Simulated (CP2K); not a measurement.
Consider vinylene carbonate at its PBE geometry (Å).

```xyz
8

O     2.4902    0.0038    0.3902
C     1.3024    0.0035    0.2058
O     0.5385    1.0763   -0.2340
C    -0.7802    0.6392   -0.3149
C    -0.8364   -0.6426    0.0591
O     0.4462   -1.0711    0.3918
H    -1.5219    1.3532   -0.6463
H    -1.6389   -1.3622    0.1483
```

Method: CP2K XAS_TDP, all-electron GAPW, PBEh(45%), aug-cc-pVDZ, TDA, GW2X-corrected core level, no relativity.

Question: Predict the bright core excitations at the C K edge.

Leading lines: C2 291.95 eV and C4 289.14 eV. The leading line of an atom is its first one with 35 % of the strongest within 2.5 eV of its lowest line over the strength cut. Core ionisation energies at this level: C2 298.24 and C4 294.67 eV.

The first six lines of each atom with a strength over 0.0015:

| atom | energy (eV) | states | strength, one atom | above the computed threshold |
| --- | --- | --- | --- | --- |
| C2 (bonded to 3 O) | 291.95 | 1 | 0.0799 |  |
|  | 295.86 | 1 | 0.0045 |  |
|  | 297.51 | 1 | 0.0018 |  |
|  | 297.81 | 1 | 0.0720 |  |
|  | 298.08 | 1 | 0.0067 |  |
|  | 298.41 | 1 | 0.0068 | yes |
| C4 (bonded to C, O and H), 2 alike | 289.14 | 1 | 0.0541 |  |
|  | 291.87 | 1 | 0.0300 |  |
|  | 292.40 | 1 | 0.0090 |  |
|  | 293.40 | 1 | 0.0029 |  |
|  | 293.85 | 1 | 0.0062 |  |
|  | 293.91 | 1 | 0.0041 |  |

Lines are vertical, at one geometry, with no vibrational structure. GW2X ionisation energies and lines can be off by 1 to 2 eV either way, and a good line position may hide errors that cancel. These values hold no scalar relativity, about 0.1 eV for C 1s. Rydberg lines, and the discretised continuum above threshold, depend on the basis and the box.

[Banner, clock and machine lines of the logs are left out without a mark of their own.]

[Logs are printed without paths, hosts, clocks, repeated set-up lines and the standing remarks that a program may print on its own settings, such as how far it seeks lower states.]

[Hosts, paths, dates, database ids (printed as entryN), source tags and the programs' standing remarks are cut or masked in the printed files.]
